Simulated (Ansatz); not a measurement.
# SrTiO3 (I4/mcm): converging the G0W0 gap

How do accuracy and time trade against each other in G0W0 on SrTiO3 (I4/mcm)?

Calculated with Ansatz 0.2.0; G0W0 on PBE, plane waves, PAW.

**1. The structure**

Symmetry: I4/mcm, No. 140, tetragonal system. The conventional cell has a = 5.511 Å, b = 5.511 Å, c = 7.796 Å, α = 90.00°, β = 90.00°, γ = 90.00°. Sr has 12 O at 2.73 to 2.78 Å nearest. Ti has 6 O at 1.95 Å nearest. O has 2 Ti at 1.95 Å and 4 Sr at 2.76 Å nearest. O has 2 Ti at 1.95 Å and 4 Sr at 2.73 to 2.78 Å nearest. Farther neighbours and most contacts between anions are not listed.

The cell and positions come from the Crystallography Open Database and are kept as given unless a step says otherwise. The default PAW set here is soft_2. Its files were made with PBE.

**2. 89 empty bands, screening to 48 eV**

G0W0 replaces the xc potential by the self-energy, built once from these orbitals. Only a window of levels is corrected, while the sums run over the empty bands that the input names.

Contents of input.yaml:

```yaml
crystal:
  lattice:
    - [-2.7555, 2.7555, 3.898]
    - [2.7555, -2.7555, 3.898]
    - [2.7555, 2.7555, -3.898]
  atoms:
    - { symbol: Sr, position: [0.75, 0.25, 0.5] }
    - { symbol: Sr, position: [0.25, 0.75, 0.5] }
    - { symbol: Ti, position: [0.0, 0.0, 0.0] }
    - { symbol: Ti, position: [0.5, 0.5, 0.0] }
    - { symbol: O, position: [0.25, 0.25, 0.0] }
    - { symbol: O, position: [0.75, 0.75, 0.0] }
    - { symbol: O, position: [0.7451, 0.2451, 0.9902] }
    - { symbol: O, position: [0.2451, 0.2549, 0.5] }
    - { symbol: O, position: [0.2549, 0.7549, 0.0098] }
    - { symbol: O, position: [0.7549, 0.7451, 0.5] }
kpoints:
  mp_grid: { grid: [4, 4, 4] }
hamiltonian:
  xc: pbe
scf:
  occupations: { method: fixed }
gw:
  n_empty_bands: 89
  ecut_chi: 48
  qp_bands: [v3, c3]
  qp_kpoints: band_edges
  screening: { model: contour_deformation }
```

On the command line:

```sh
$ ansatz run input.yaml --threads 3 --pin off --max-ram 92160MiB --backend cuda --events-out ev --progress --plain --runs-dir out --devices 1 --max-vram 13GiB  # rebuilt from the run's record
```

Numbers of over 12 decimals in the logs are rounded to 6 here.

Log:

```text
GPUs: using 1 of 1 available (devices: 1).
Engine: ansatz 0.2.0, x86_64-unknown-linux-gnu
Pseudopotentials: kind: paw
Pseudopotential: Sr, paw, valence charge 10, recommended cutoff 420 eV (normal), Sr.paw.azcp
Pseudopotential: Ti, paw, valence charge 12, recommended cutoff 420 eV (normal), Ti.paw.azcp
Pseudopotential: O, paw, valence charge 6, recommended cutoff 420 eV (normal), O.paw.azcp
Functional definition: PBE
  parameter kappa = 0.804
  parameter beta = 0.066725
  exchange = pbe_x(kappa = kappa, mu = beta*pi^2/3)
  correlation = pbe_c(beta = beta)
device memory: the entry about to start is reckoned to put 2.7 GiB on a device that reports 60.6 GiB free (of which the cap on the GPU budget leaves the run 13.0 GiB)
GPU FFT provider: cuFFT
GPU libraries: cuBLAS 13.8.2, cuFFT 12.4.0, cuSOLVER 12.3.4
Crystal: 10 atoms, lattice volume = 118.387 Å³
Basis set: ecut = 420 eV, 2277 PW (Γ)
Bands: 50, of which v1, the nominal top of the filled ones, is band 40 counted from 1 (39 counted from 0)
Symmetry: 16 space group operations
Space group: I4/mcm (ITA 140), of the structure as read, at distance tolerance 4.9e-5 Å
k-points: 13 of 64
Non-local potential: Sr, projectors of the file, l = 0: 3, l = 1: 2, l = 2: 2
Non-local potential: Ti, projectors of the file, l = 0: 3, l = 1: 2, l = 2: 3, l = 3: 1
Non-local potential: O, projectors of the file, l = 0: 2, l = 1: 2, l = 2: 1
PAW form: soft (Blöchl's): semilocal exchange-correlation on the pseudo side does not see the compensation charge
PAW one-centre angular grid: Sr, 110 points (default); XC on 64 Gauss nodes
PAW one-centre angular grid: Ti, 590 points (default); XC on 64 Gauss nodes
PAW one-centre angular grid: O, 110 points (default); XC on 64 Gauss nodes
Initial density: superposition of atomic densities (neutral atoms: chi_scale 0, normalization atom), corrected by the library's trained network
Initial wavefunctions: pseudopotential atomic-orbital guess
GPU buffer pool allocated for 64000 grid points (all kernels)
GPU transforms: local potential and band sums: pruned to the plane-wave sphere, on 40×40×40
Functional: x = pbe(κ = 0.804, μ = 0.219515), c = pbe(β = 0.066725)
SCF iter   1: F=—  HF=-15508.912014 eV  |F-HF|=—  |Δ(HF+E_count)|=         —  Δρ=1.97e-3  dr2=2.34e-3  ethr=1.77e-3  ⟨swp⟩=4.8  Hψ=2568  notcnv=0  defer=76
preconditioner: auto → Resta (q_TF=auto, 2.556 Å⁻¹)  ε∞=5.7  [insulator: Δε(μ)=1.885 eV  Ē_g=12.219 eV  n_scr=26 (ndim 8)  ℏωp=26.4 eV  f_vac=0.000  ε∞_Penn≈5.7]
SCF iter   2: F=—  HF=-15508.913482 eV  |F-HF|=—  |Δ(HF+E_count)|=   1.47e-3  Δρ=1.09e-3  dr2=6.51e-4  ethr=2.93e-6  ⟨swp⟩=3.2  Hψ=1494  notcnv=0  defer=100
SCF iter   3: F=—  HF=-15508.913584 eV  |F-HF|=—  |Δ(HF+E_count)|=   1.02e-4  Δρ=5.63e-4  dr2=9.17e-5  ethr=8.14e-7  ⟨swp⟩=2.0  Hψ=881  notcnv=0  defer=97
SCF iter   4: F=—  HF=-15508.913676 eV  |F-HF|=—  |Δ(HF+E_count)|=   9.20e-5  Δρ=2.14e-4  dr2=1.43e-5  ethr=1.15e-7  ⟨swp⟩=2.0  Hψ=912  notcnv=0  defer=70
SCF iter   5: F=—  HF=-15508.913692 eV  |F-HF|=—  |Δ(HF+E_count)|=   1.57e-5  Δρ=3.95e-5  dr2=1.21e-6  ethr=1.79e-8  ⟨swp⟩=2.2  Hψ=865  notcnv=0  defer=73
SCF iter   6: F=-15508.913692 eV  HF=-15508.913692 eV  |F-HF|=5.10e-9  |Δ(HF+E_count)|=   5.23e-7  Δρ=7.84e-6  dr2=7.86e-8  ethr=1.25e-10  ⟨swp⟩=11.5  Hψ=3348  notcnv=0
SCF 1 converged in 6 iterations: F = -15508.913692 eV  dr2 = 7.86e-8
  greatest PAW one-centre occupation: 0.999 electrons in one spin orbital (limit 2), on the Ti atom at site 3 (counted from 0), in its partial waves of l = 0
device memory: the entry about to start is reckoned to put 3.4 GiB on a device that reports 60.8 GiB free (of which the cap on the GPU budget leaves the run 13.0 GiB)
NSCF: frozen V_eff on 13 k-points
the band table was solved once the SCF had ended and its energy, with any forces and stress, was formed, with the checks that follow a solve (2541 applications of the Hamiltonian). They found nothing against the state; the energy, forces and stress were not computed again (output.eigenvalues in the input reference)
device memory: the entry about to start is reckoned to put 3.9 GiB on a device that reports 60.8 GiB free (of which the cap on the GPU budget leaves the run 13.0 GiB)
NSCF: frozen V_eff on 13 k-points
G₀W₀ screening: q 1/13
[... further progress lines ...]
device memory: the entry about to start is reckoned to put 0.8 GiB on a device that reports 60.5 GiB free (of which the cap on the GPU budget leaves the run 13.0 GiB)
NSCF: frozen V_eff on 1 k-points
device memory: the entry about to start is reckoned to put 0.8 GiB on a device that reports 60.5 GiB free (of which the cap on the GPU budget leaves the run 13.0 GiB)
NSCF: frozen V_eff on 1 k-points
SCF converged after 6 iterations
Free energy (F): -15508.913692 eV
Harris-Foulkes:  -15508.913692 eV  (|F-HF|=5.10e-9)
Internal energy: -15508.913692 eV  (E = F + TS)
E sigma→0 (E₀):  -15508.913692 eV
Fermi energy:    10.073781 eV
--- Per-component energies (eV) ---
  E_band       = -402.773756
  E_kinetic    = 2098.528014
  E_local      = -4752.507083  (includes V_loc(G=0)·N_el)
  E_nonlocal   = 696.182855
  E_hartree    = 1664.766453
  E_xc         = -993.732096
  E_vxc        = -1145.585858  (∫ρ·V_xc dr)
  E_paw        = -8427.703439  (= ΣΔE_a)
  E_vpaw       = -628.929718  (= ΣTr[D̂ρ^β])
[...]
valence top: of the k-points left out ik 10 came nearest to being solved in a further pass, in band 40 (counted from 1, as in the quasiparticle table): it holds the edge there only if its correction is more favourable than any solved in that band by at least 0.524 eV; those differ by 0.085 eV
    conduction bottom: of the k-points left out ik 10 came nearest to being solved in a further pass, in band 41 (counted from 1, as in the quasiparticle table): it holds the edge there only if its correction is more favourable than any solved in that band by at least 1.022 eV; those differ by 0.063 eV
  `?` marks the rows in doubt; gw_qp.tsv's column doubts and the gw_qp event give each row's grounds
    ik  band        ε_KS         Σx   Σc(E_QP)       V_xc       Z   E_QP_lin       E_QP  E_QP is
     0    38     10.0677   -26.0682     5.0839   -21.0074  0.7328    10.0908    10.0908  root
     0    39     10.0738   -26.0792     5.0824   -21.0213  0.7328    10.0983    10.0983  root
     0    40     10.0738   -26.0792     5.0824   -21.0213  0.7328    10.0983    10.0983  root
     0    41     11.9745   -12.6542    -5.8268   -20.2870  0.7492    13.8696    13.7805  root
     0    42     11.9745   -12.6542    -5.8268   -20.2870  0.7492    13.8696    13.7805  root
     0    43     11.9752   -12.6496    -5.8318   -20.2883  0.7492    13.8715    13.7821  root
     1    38      9.4918   -26.1139     4.8843   -21.2811  0.7378     9.5432     9.5432  root
     1    39      9.4919   -26.1151     4.8847   -21.2823  0.7378     9.5437     9.5437  root
     1    40     10.0307   -25.9912     5.0808   -20.9291  0.7324    10.0494    10.0494  root
     1    41     12.0556   -12.7995    -5.9410   -20.5704  0.7461    13.9833    13.8854  root
     1    42     13.0387   -14.2130    -5.8361   -21.8723  0.7277    14.9721    14.8618  root ?
     1    43     13.0399   -14.2158    -5.8366   -21.8757  0.7277    14.9736    14.8632  root ?
     2    38      9.3564   -26.1044     4.9741   -21.1530  0.7364     9.3792     9.3792  root
     2    39      9.3568   -26.1045     4.9740   -21.1529  0.7364     9.3792     9.3792  root
     2    40      9.9880   -25.9012     5.0773   -20.8363  0.7320    10.0005    10.0005  root
     2    41     12.1411   -12.9694    -6.0645   -20.8890  0.7428    14.1038    13.9961  root ?
     2    42     13.9094   -14.8697    -6.4797   -23.2149  0.7039    15.9376    15.7750  root ?
     2    43     13.9100   -14.8642    -6.4807   -23.2101  0.7039    15.9378    15.7753  root ?
     3    38      9.6695   -25.4892     5.0619   -20.3941  0.7294     9.6362     9.6363  root
     3    39      9.6711   -25.4959     5.0613   -20.4019  0.7295     9.6383     9.6384  root
     3    40      9.8818   -25.8811     5.0968   -20.7805  0.7308     9.8779     9.8779  root
     3    41     12.5122   -13.2990    -5.8854   -21.0040  0.7393    14.4310    14.3318  root
     3    42     12.5988   -13.5042    -5.7867   -21.0978  0.7379    14.5025    14.4056  root
     3    43     12.5997   -13.5072    -5.7871   -21.1015  0.7378    14.5038    14.4069  root
     4    38      8.8995   -24.5503     5.0123   -19.4267  0.7201     8.7879     8.7882  root
     4    39      9.1014   -25.5472     4.8981   -20.6781  0.7288     9.1305     9.1305  root
     4    40      9.7708   -25.6854     5.0849   -20.5815  0.7299     9.7517     9.7517  root
     4    41     12.6676   -13.6649    -5.9697   -21.4764  0.7340    14.6193    14.5095  root ?
     4    42     13.6967   -14.3347    -6.4477   -22.6455  0.7115    15.7081    15.5598  root ?
     4    43     13.7029   -14.3266    -6.3827   -22.5651  0.7123    15.7034    15.5588  root ?
     5    38      9.1695   -25.1947     5.0348   -20.1076  0.7244     9.1172     9.1172  root
     5    39      9.4505   -25.4597     5.1209   -20.2781  0.7259     9.3899     9.3900  root
[...]
5    41     13.4747   -13.8374    -6.5280   -22.2348  0.7173    15.4859    15.3441  root ?
     5    42     13.4747   -13.8374    -6.5280   -22.2348  0.7173    15.4859    15.3441  root ?
     5    43     13.5259   -13.7872    -6.3969   -22.0341  0.7184    15.5098    15.3759  root ?
[...]
7    41     13.1036   -14.1975    -6.0822   -22.1360  0.7242    15.0848    14.9599  root ?
     7    42     13.1036   -14.1975    -6.0822   -22.1360  0.7242    15.0848    14.9599  root ?
     7    43     13.9129   -14.8166    -6.5444   -23.2338  0.7036    15.9519    15.7857  root ?
[...]
8    42     13.0379   -14.2120    -5.8360   -21.8710  0.7278    14.9712    14.8609  root ?
     8    43     13.0379   -14.2120    -5.8360   -21.8710  0.7278    14.9712    14.8609  root ?
[...]
9    39      9.1036   -25.5474     4.8989   -20.6773  0.7288     9.1324     9.1324  root
     9    40      9.7709   -25.6873     5.0849   -20.5834  0.7299     9.7519     9.7519  root
     9    41     12.6693   -13.6681    -5.9697   -21.4798  0.7340    14.6212    14.5113  root ?
     9    42     13.6925   -14.3363    -6.3906   -22.5849  0.7124    15.6957    15.5504  root ?
     9    43     13.6929   -14.3427    -6.4406   -22.6460  0.7116    15.7036    15.5556  root ?
    11    38      8.7683   -25.7504     4.8512   -20.9085  0.7333     8.7777     8.7777  root
    11    39      9.4349   -25.1958     5.0253   -20.1161  0.7266     9.3805     9.3806  root
    11    40      9.4355   -25.1995     5.0256   -20.1198  0.7266     9.3813     9.3814  root
    11    41     13.1034   -14.1981    -6.0814   -22.1359  0.7242    15.0846    14.9597  root ?
    11    42     13.1052   -14.2013    -6.0814   -22.1390  0.7242    15.0865    14.9615  root ?
    11    43     13.9108   -14.7798    -6.5475   -23.1992  0.7038    15.9481    15.7826  root ?
    12    38      9.3588   -26.1042     4.9738   -21.1529  0.7364     9.3813     9.3813  root
    12    39      9.3588   -26.1042     4.9738   -21.1529  0.7364     9.3813     9.3813  root
    12    40      9.9871   -25.9020     5.0774   -20.8370  0.7320     9.9995     9.9995  root
    12    41     12.1427   -12.9723    -6.0649   -20.8926  0.7427    14.1059    13.9980  root ?
    12    42     13.8930   -14.8422    -6.4978   -23.2092  0.7042    15.9257    15.7623  root ?
    12    43     13.8930   -14.8422    -6.4978   -23.2092  0.7042    15.9257    15.7623  root ?
```

Run time: 6.7 s. Hardware: 1 × NVIDIA H100 80GB HBM3 (shared by 6 runs) with 3 threads of AMD EPYC 7R13 (Zen 3), shared host; peak memory 1.2 GiB.

Numbers from this step:

* bands summed: 129
* RPA ε∞ on this mesh (eigenvalues): 6.244, 6.244, 6.245
* plane waves in the screening matrix: 89
* q-points in the mesh: 64
* G0W0 gap on the mesh: 3.682 eV
* k of the valence top: 0, 0, 0
* k of the conduction bottom: 0, 0, 0
* starting gap on the mesh: 1.901 eV
* Z at the valence top: 0.7328
* Z at the conduction bottom: 0.7492
* least direct G0W0 gap on the computed points: 3.682 eV

The gap on the mesh goes from 1.90 eV to 3.68 eV, a correction of +1.78 eV. Between the two edge states, bare exchange in place of the xc potential would open the gap by 12.69 eV, and correlation takes back 10.91 eV.

**3. 252 empty bands, screening to 96 eV**

Bands and screening cutoff are moved together, since each hides the error of the other.

input.yaml: that of step 2 with these lines changed.

```diff
@@ -23,4 +23,4 @@
 gw:
-  n_empty_bands: 89
-  ecut_chi: 48
+  n_empty_bands: 252
+  ecut_chi: 96
   qp_bands: [v3, c3]
```

Log:

```text
GPUs: using 1 of 1 available (devices: 1).
[...]
GPU FFT provider: cuFFT
GPU libraries: cuBLAS 13.8.2, cuFFT 12.4.0, cuSOLVER 12.3.4
Crystal: 10 atoms, lattice volume = 118.387 Å³
Basis set: ecut = 420 eV, 2277 PW (Γ)
Bands: 50, of which v1, the nominal top of the filled ones, is band 40 counted from 1 (39 counted from 0)
Symmetry: 16 space group operations
[...]
k-points: 13 of 64
[...]
GPU buffer pool allocated for 64000 grid points (all kernels)
[...]
SCF iter   1: F=—  HF=-15508.912014 eV  |F-HF|=—  |Δ(HF+E_count)|=         —  Δρ=1.97e-3  dr2=2.34e-3  ethr=1.77e-3  ⟨swp⟩=4.8  Hψ=2568  notcnv=0  defer=76
[...]
SCF iter   6: F=-15508.913692 eV  HF=-15508.913692 eV  |F-HF|=5.10e-9  |Δ(HF+E_count)|=   5.23e-7  Δρ=7.84e-6  dr2=7.86e-8  ethr=1.25e-10  ⟨swp⟩=11.5  Hψ=3348  notcnv=0
SCF 1 converged in 6 iterations: F = -15508.913692 eV  dr2 = 7.86e-8
[...]
NSCF: frozen V_eff on 13 k-points
[...]
G₀W₀ screening: q 1/13
[... further progress lines ...]
[...]
SCF converged after 6 iterations
Free energy (F): -15508.913692 eV
[...]
Internal energy: -15508.913692 eV  (E = F + TS)
E sigma→0 (E₀):  -15508.913692 eV
Fermi energy:    10.073781 eV
[...]
--- Band table (eV; the first three rows and the last of 13) ---
  k-point 0: bands = [... 36 lower, 9.7353, 10.0677, 10.0738, 10.0738, 11.9745, 11.9745, 11.9752, 14.4374, ... 6 higher]
  k-point 1: bands = [... 36 lower, 9.4058, 9.4918, 9.4919, 10.0307, 12.0556, 13.0387, 13.0399, 14.1987, ... 6 higher]
  k-point 2: bands = [... 36 lower, 8.5181, 9.3564, 9.3568, 9.9880, 12.1411, 13.9094, 13.9100, 13.9171, ... 6 higher]
  k-point 12: bands = [... 36 lower, 8.5138, 9.3588, 9.3588, 9.9871, 12.1427, 13.8930, 13.8930, 13.9385, ... 6 higher]
[...]
0    38     10.0677   -26.0682     4.8671   -21.0074  0.7237     9.8734     9.8741  root
     0    39     10.0738   -26.0792     4.8655   -21.0213  0.7237     9.8807     9.8814  root
     0    40     10.0738   -26.0792     4.8655   -21.0213  0.7237     9.8807     9.8814  root
     0    41     11.9745   -12.6542    -6.2768   -20.2870  0.7432    13.3690    13.3305  root
     0    42     11.9745   -12.6542    -6.2768   -20.2870  0.7432    13.3690    13.3305  root
     0    43     11.9752   -12.6496    -6.2818   -20.2883  0.7432    13.3707    13.3321  root
     1    38      9.4918   -26.1139     4.6367   -21.2811  0.7307     9.2949     9.2957  root
     1    39      9.4919   -26.1151     4.6368   -21.2823  0.7307     9.2952     9.2959  root
[...]
12    40      9.9871   -25.9020     4.8608   -20.8370  0.7231     9.7821     9.7829  root
    12    41     12.1427   -12.9723    -6.5146   -20.8926  0.7366    13.5928    13.5483  root
    12    42     13.8930   -14.8422    -6.9167   -23.2092  0.6961    15.4158    15.3434  root
    12    43     13.8930   -14.8422    -6.9167   -23.2092  0.6961    15.4158    15.3434  root
```

Wall time 9.7 s (1 × NVIDIA H100 80GB HBM3 (shared by 6 runs) with 3 threads); peak memory 1.4 GiB; 16 s of CPU time.

This step gave:

- bands summed: 292
- RPA ε∞ on this mesh (eigenvalues): 6.209, 6.209, 6.210
- plane waves in the screening matrix: 259
- q-points in the mesh: 64
- G0W0 gap on the mesh: 3.449 eV
- k of the valence top: 0, 0, 0
- k of the conduction bottom: 0, 0, 0
- starting gap on the mesh: 1.901 eV
- Z at the valence top: 0.7237
- Z at the conduction bottom: 0.7432
- least direct G0W0 gap on the computed points: 3.449 eV

Against the run with 4×4×4 mesh, 89 empty bands, screening to 48 eV, the gap moves by −0.23 eV.

**4. 544 empty bands, screening to 160 eV**

input.yaml: that of step 3 with these lines changed.

```diff
@@ -23,4 +23,4 @@
 gw:
-  n_empty_bands: 252
-  ecut_chi: 96
+  n_empty_bands: 544
+  ecut_chi: 160.0
   qp_bands: [v3, c3]
```

Log:

```text
GPUs: using 1 of 1 available (devices: 1).
[...]
GPU FFT provider: cuFFT
GPU libraries: cuBLAS 13.8.2, cuFFT 12.4.0, cuSOLVER 12.3.4
Crystal: 10 atoms, lattice volume = 118.387 Å³
Basis set: ecut = 420 eV, 2277 PW (Γ)
Bands: 50, of which v1, the nominal top of the filled ones, is band 40 counted from 1 (39 counted from 0)
Symmetry: 16 space group operations
[...]
k-points: 13 of 64
[...]
1    39      9.4919   -26.1151     4.3738   -21.2823  0.7259     9.0286     9.0328  root
[...]
12    40      9.9871   -25.9020     4.6106   -20.8370  0.7180     9.5283     9.5327  root
    12    41     12.1427   -12.9723    -6.7588   -20.8926  0.7334    13.3324    13.3042  root
    12    42     13.8930   -14.8422    -7.1891   -23.2092  0.6915    15.1157    15.0710  root
    12    43     13.8930   -14.8422    -7.1891   -23.2092  0.6915    15.1157    15.0710  root
[key lines of the parts left out:]
SCF converged after 6 iterations
Free energy (F): -15508.913692 eV
Fermi energy:    10.073781 eV
```

The job ended after 36 s (1 × NVIDIA H100 80GB HBM3 (shared by 6 runs) with 3 threads; peak memory 2.2 GiB; 57 s of CPU time).

Numbers from this step:

```
bands summed                                 : 584
RPA ε∞ on this mesh (eigenvalues)            : 6.136, 6.136, 6.137
plane waves in the screening matrix          : 537
G0W0 gap on the mesh                         : 3.465 eV
k of the valence top                         : 0, 0, 0
k of the conduction bottom                   : 0, 0, 0
starting gap on the mesh                     : 1.901 eV
least direct G0W0 gap on the computed points : 3.465 eV
```

Against the run with 4×4×4 mesh, 252 empty bands, screening to 96 eV, the gap moves by +0.016 eV.

[end of part 1 of 2]

[Paths, hosts, dates, memory and timing lines, banners, echoed tables and standing remarks are left out of the program output.]

[Logs are printed without paths, hosts, clocks, repeated set-up lines and the standing remarks that a program may print on its own settings, such as how far it seeks lower states.]

[Runs of the session that timed out or met a known fault of the program may be left out.]

[Cells called generated may have been cut or substituted from an entry of the Crystallography Open Database or the Materials Project.]

[Hosts, paths, dates, database ids (printed as entryN), source tags and the programs' standing remarks are cut or masked in the printed files.]
